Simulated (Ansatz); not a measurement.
# Al2CdSe2S2: complex band structure, part 3 of 3

A new crystal, Al2CdSe2S2: structure, gap and complex bands. It is built by putting Se for part of the S in the Al2CdS4 structure of space group I-4, with the volume rescaled by atomic radii. The parent structure comes from the Materials Project.

Ansatz 0.2.0; r2SCAN DFT, plane waves, PAW files (the session's first sound run).

So far, gap on the k-mesh (eV): step 3 (band edges, r2SCAN) 2.85; step 4 (complex bands, plane (010), k-mesh 6×4×6, r2SCAN) 2.87; step 6 (PBE, cutoff 420 eV) 2.31.

The structure was built from a prototype and need not be the compound's stable phase.

**7. Complex bands at another level, cutoff 420 eV**

This step: PBE DFT, plane waves, PAW files; complex bands by layer matching along the plane's normal (Ansatz 0.2.0).

The complex bands at that level, over its own gap, at (0, 0) and (-0.3333, 0.1719).

File input.yaml:

```yaml
crystal:
  lattice:
    - [5.728355588, 0.0, 0.0]
    - [2.761097944, 5.941393366, 0.0]
    - [0.01090005, -2.688968711, 5.021292052]
  atoms:
    - { symbol: Al, position: [0.2520563853, 0.5000747323, 0.2613976936] }
    - { symbol: Al, position: [0.4916909677, 0.998759513, 0.499631892] }
    - { symbol: Cd, position: [0.0056279789, 0.0022920816, 0.0025397422] }
    - { symbol: Se, position: [0.8669372689, 0.7202824553, 0.131483651] }
    - { symbol: S, position: [0.3878151716, 0.7395232209, 0.5919674622] }
    - { symbol: Se, position: [0.5927429148, 0.278591967, 0.869084995] }
    - { symbol: S, position: [0.1531293128, 0.2604760299, 0.393894564] }
kpoints:
  mp_grid: { grid: [6, 4, 6] }
scf:
  occupations: { method: fixed }
hamiltonian:
  xc: pbe
output:
  eigenvalues: true
  transmission:
    leads: [[0, 0]]
    kpoints: [[0.0, 0.0], [-0.3333, 0.1719]]
    e_range: [-1.0, 3.31]
    de: 0.09
```

Started as:

```bash
$ ansatz run input.yaml --threads 2 --pin off --max-ram 4096MiB --backend cpu --events-out ev --progress --plain --runs-dir out
```

Numbers of over 12 decimals in the logs are rounded to 6 here.

What it wrote:

```text
[...]
Crystal: 7 atoms, lattice volume = 170.897 Å³
Basis set: ecut = 420 eV, 3345 PW (Γ)
Bands: 42, of which v1, the nominal top of the filled ones, is band 35 counted from 1 (34 counted from 0)
Symmetry: 1 space group operations
[...]
k-points: 76 of 144 (time reversal used)
[...]
SCF iter   1: F=—  HF=-22077.982920 eV  |F-HF|=—  |Δ(HF+E_count)|=         —  Δρ=6.91e-4  dr2=6.89e-4  ethr=1.77e-3  ⟨swp⟩=4.9  Hψ=10755  notcnv=0  defer=364
[...]
SCF iter   6: F=-22077.985215 eV  HF=-22077.985215 eV  |F-HF|=6.15e-8  |Δ(HF+E_count)|=   4.77e-7  Δρ=5.34e-6  dr2=5.93e-8  ethr=1.43e-10  ⟨swp⟩=8.6  Hψ=14115  notcnv=0
SCF 1 converged in 6 iterations: F = -22077.985215 eV  dr2 = 5.93e-8
[...]
transmission: 7 of 14 steps passed
transmission: 14 of 14 steps passed
SCF converged after 6 iterations
Free energy (F): -22077.985215 eV
[...]
Internal energy: -22077.985215 eV  (E = F + TS)
E sigma→0 (E₀):  -22077.985215 eV
Fermi energy:    5.077426 eV
[...]
--- Band table (eV; the first three rows and the last of 76) ---
  k-point 0: bands = [... 31 lower, 3.7581, 4.8441, 4.8996, 4.9949, 7.4027, 8.3314, 9.3802, 10.8294, ... 3 higher]
  k-point 1: bands = [... 31 lower, 3.8655, 4.3930, 4.7661, 4.9212, 8.0058, 8.7013, 9.5888, 10.1754, ... 3 higher]
  k-point 2: bands = [... 31 lower, 3.8053, 4.0881, 4.5804, 4.9062, 8.9102, 9.3772, 9.7222, 10.0371, ... 3 higher]
  k-point 75: bands = [... 31 lower, 4.3045, 4.6172, 4.7894, 4.9988, 8.0772, 9.1907, 9.5686, 10.4935, ... 3 higher]
--- Transmission ---
  basis      : 297 plane waves across, 7 finite elements along
  points     : 2, as listed
[...]
channels       : 0.000000e0 a spin
[...]
slowest decay  : 0.1818 /Å at (0.0000, 0.0000)
```

It took 51 s on 2 threads of Intel Xeon Platinum 8488C (Sapphire Rapids), shared host; peak memory 1.2 GiB; 1.7 min of CPU time.

This step gave:

| Property | Result |
| --- | --- |
| free energy | -22077.9852 eV |
| Fermi energy | 5.077 eV |
| gap on the k-mesh | 2.325 eV |
| level to which the leads are filled | 1.163 eV from the Fermi level |
| decay constant at the filling level, zone centre | 0.1818 Å⁻¹ |
| decay constant at the filling level, slowest listed point | 0.1818 Å⁻¹ |

K parallel (0, 0); values up to 1.5 1/Å, a degenerate pair printed once or twice; energies at which all values exceed this have no row. Im kz of the slowest decaying states against energy, zero at the highest filled level on the SCF mesh:

```
energy (eV)  decay 1 (Å⁻¹)  decay 2 (Å⁻¹)  decay 3 (Å⁻¹)  decay 4 (Å⁻¹)
      -1.00        0.00968          0.184          0.336           1.13
      -0.82          0.127          0.192          0.365           1.09
      -0.64          0.199          0.221          0.384           1.05
      -0.46          0.199          0.240          0.393           1.00
      -0.28          0.193          0.213          0.386          0.870
      -0.19         0.0189          0.159          0.246          0.409
      -0.01         0.0747          0.220          0.226          0.427
       0.17          0.121          0.252          0.316          0.437
       0.35          0.146          0.272          0.372          0.444
       0.53          0.163          0.285          0.404          0.449
       0.71          0.173          0.295          0.417          0.452
       0.89          0.180          0.302          0.417          0.453
       1.07          0.182          0.307          0.410          0.451
       1.16          0.182          0.309          0.406          0.450
       1.34          0.178          0.312          0.395          0.447
       1.52          0.171          0.312          0.382          0.442
       1.70          0.159          0.312          0.367          0.436
       1.88          0.141          0.310          0.350          0.428
       2.06          0.114          0.306          0.331          0.420
       2.24         0.0675          0.302          0.310          0.410
       2.42          0.285          0.295          0.399          0.621
       2.51          0.271          0.292          0.393          0.622
       2.69          0.239          0.283          0.380          0.624
       2.87          0.200          0.273          0.365          0.628
       3.05          0.148          0.261          0.349          0.637
       3.23         0.0513          0.247          0.330          0.643
```

K parallel (0, 0). The Re kz of states that move upwards by energy, zero at the highest filled level on the SCF mesh:

| energy (eV) | channel 1 (Å⁻¹) | channel 2 (Å⁻¹) |
| --- | --- | --- |
| -1.00 | -0.303 | 0.400 |
| -0.82 | -0.245 | - |
| -0.64 | -0.555 | -0.197 |
| -0.37 | -0.276 | -0.121 |
| -0.19 | -0.0356 | - |
| -0.01 | - | - |
| 0.17 | - | - |
| 0.44 | - | - |
| 0.62 | - | - |
| 0.80 | - | - |
| 0.98 | - | - |
| 1.25 | - | - |
| 1.43 | - | - |
| 1.61 | - | - |
| 1.79 | - | - |
| 2.06 | - | - |
| 2.24 | - | - |
| 2.42 | 0.0742 | - |
| 2.60 | 0.131 | - |
| 2.87 | 0.196 | - |
| 3.05 | 0.235 | - |
| 3.23 | 0.272 | - |

K parallel (-0.3333, 0.1719); values up to 1.5 1/Å, a degenerate pair printed once or twice; energies at which all values exceed this have no row. The Im kz of the slowest decaying states by energy, zero at the highest filled level on the SCF mesh:

```
energy (eV)  decay 1 (Å⁻¹)  decay 2 (Å⁻¹)  decay 3 (Å⁻¹)  decay 4 (Å⁻¹)
      -1.00         0.0471          0.141          0.182          0.187
      -0.82         0.0472         0.0807          0.120          0.172
      -0.55         0.0536         0.0897          0.220          0.227
      -0.37          0.164          0.262          0.359          0.386
      -0.19         0.0776          0.147          0.278          0.413
      -0.01          0.187          0.256          0.256          0.424
       0.08          0.190          0.200          0.242          0.337
       0.26          0.222          0.279          0.281          0.429
       0.44          0.238          0.293          0.301          0.482
       0.71          0.255          0.301          0.317          0.509
       0.89          0.263          0.306          0.323          0.502
       1.16          0.270          0.311          0.326          0.493
       1.34          0.272          0.312          0.325          0.486
       1.52          0.272          0.312          0.323          0.479
       1.79          0.268          0.309          0.318          0.467
       1.97          0.263          0.306          0.312          0.456
       2.15          0.255          0.301          0.305          0.445
       2.42          0.237          0.289          0.292          0.425
       2.60          0.221          0.279          0.281          0.410
       2.78          0.198          0.266          0.269          0.393
       3.05          0.144          0.240          0.246          0.364
       3.23         0.0708          0.214          0.227          0.343
```

At the listed wavevectors the last open channel is at -0.01 eV and the next at +2.33 eV on the grid. At +1.16 eV, the grid energy nearest the filling level (the middle of the gap on the SCF mesh), the slowest state at the listed wavevectors decays with κ = 0.182 Å⁻¹, its amplitude falling by e over 5.5 Å; the first such run, plane (010), gave 0.208 Å⁻¹.

**8. Summary of results**

```
band gap                                         : 2.85 eV
least decay constant at mid-gap, normal to (010) : 0.208 Å⁻¹
least decay constant on a mesh, normal to (010)  : 0.208 Å⁻¹
least decay constant, PBE                        : 0.182 Å⁻¹
```

**Reading.** With r2SCAN, the slowest decay at the wavevectors tried is κ = 0.208 Å⁻¹, normal to (010). Through such a film the transmission near mid-gap falls as exp(−2κd), a factor of ten every 5.5 Å. A free electron under a barrier of half the gap would need a mass of 0.12 mₑ to decay at this rate. With PBE the gap goes from 2.85 to 2.31 eV and the decay constant, over the first 2 listed wavevectors (which shift with the band edges), from 0.208 to 0.182 Å⁻¹. The compound is made up by substitution; its stability against other phases and against distortions of the cell's symmetry was not tested. r2SCAN still narrows gaps, if less than LDA and GGA do, so real decay constants are likely larger.

[Logs are printed without paths, hosts, clocks, repeated set-up lines and the standing remarks that a program may print on its own settings, such as how far it seeks lower states.]

[Hosts, paths, dates, database ids (printed as entryN), source tags and the programs' standing remarks are cut or masked in the printed files.]
